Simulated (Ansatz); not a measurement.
# Binding curve of twisted graphene monolayer on bilayer, 21.79° (42 atoms)

The cell holds 42 atoms: 42 C. Cell: a = 6.508 Å, b = 6.509 Å, c = 20.690 Å, α = 90.0°, β = 90.0°, γ = 120.0°. It derives from C (graphene). The starting structure: Graphene (a = 2.46 Å) under graphene (a = 2.46 Å), monolayer on bilayer, commensurate cell of 7 unit cells a layer, twist 21.79 deg; facing planes 3.32, 3.37 Å apart as built; 14 Å of vacuum; minimised with a classical potential. Regions: layer 1, 14 atoms (14 C); layer 2, 14 atoms (14 C); layer 3, 14 atoms (14 C). Vacuum lies along c.

Calculated with Ansatz 0.2.0: Kohn-Sham DFT, LDA, PAW (set soft_2), plane waves; cutoff 420 eV, k-mesh 3×3×1, gaussian smearing of 0.05 eV. The upper part is moved rigidly along the normal by z from its relaxed place. Energies are the whole cell less its two frozen parts, over the face of 36.69 Å².

| shift z (Å) | interaction energy (meV/Å²) |
| --- | --- |
| -0.3 | -4.992 |
| +0.0 | -7.888 |
| +0.3 | -6.413 |
| +0.8 | ? |
| +1.6 | -0.6435 |
| +3.0 | -0.02922 |

Task: Fit the universal binding curve to the rows given and interpolate to the withheld row.

Worked fit:

The universal binding curve is E(z) = −D (1 + z/l) exp(−z/l), whose curvature at z = 0 is D/l². The depth is D = 7.888 meV/Å². The three points about zero give the curvature [E(+0.3) + E(−0.3) − 2E(0)] / 0.3² = 48.57 meV/Å⁴, so l = √(D / curvature) = 0.403 Å. At z = 0.8 Å, z/l = 1.985.

Prediction at +0.8: -3.235 meV/Å². The run gave -3.067 meV/Å², so the fit is low by 0.17 meV/Å² (5.5 % of the value).

At the last row, z = 3 Å, the curve gives -0.0390 against -0.0292 meV/Å² computed. Among the rows given, the largest miss of the fit is at -0.3, by 0.75 meV/Å² (9.5 % of the range of the table).

Limits: The parts are rigid, and they also feel their periodic images through the vacuum. The functional has no dispersion term, so long-range attraction between the parts is missing.

[Hosts, paths, dates, database ids (printed as entryN), source tags and the programs' standing remarks are cut or masked in the printed files.]
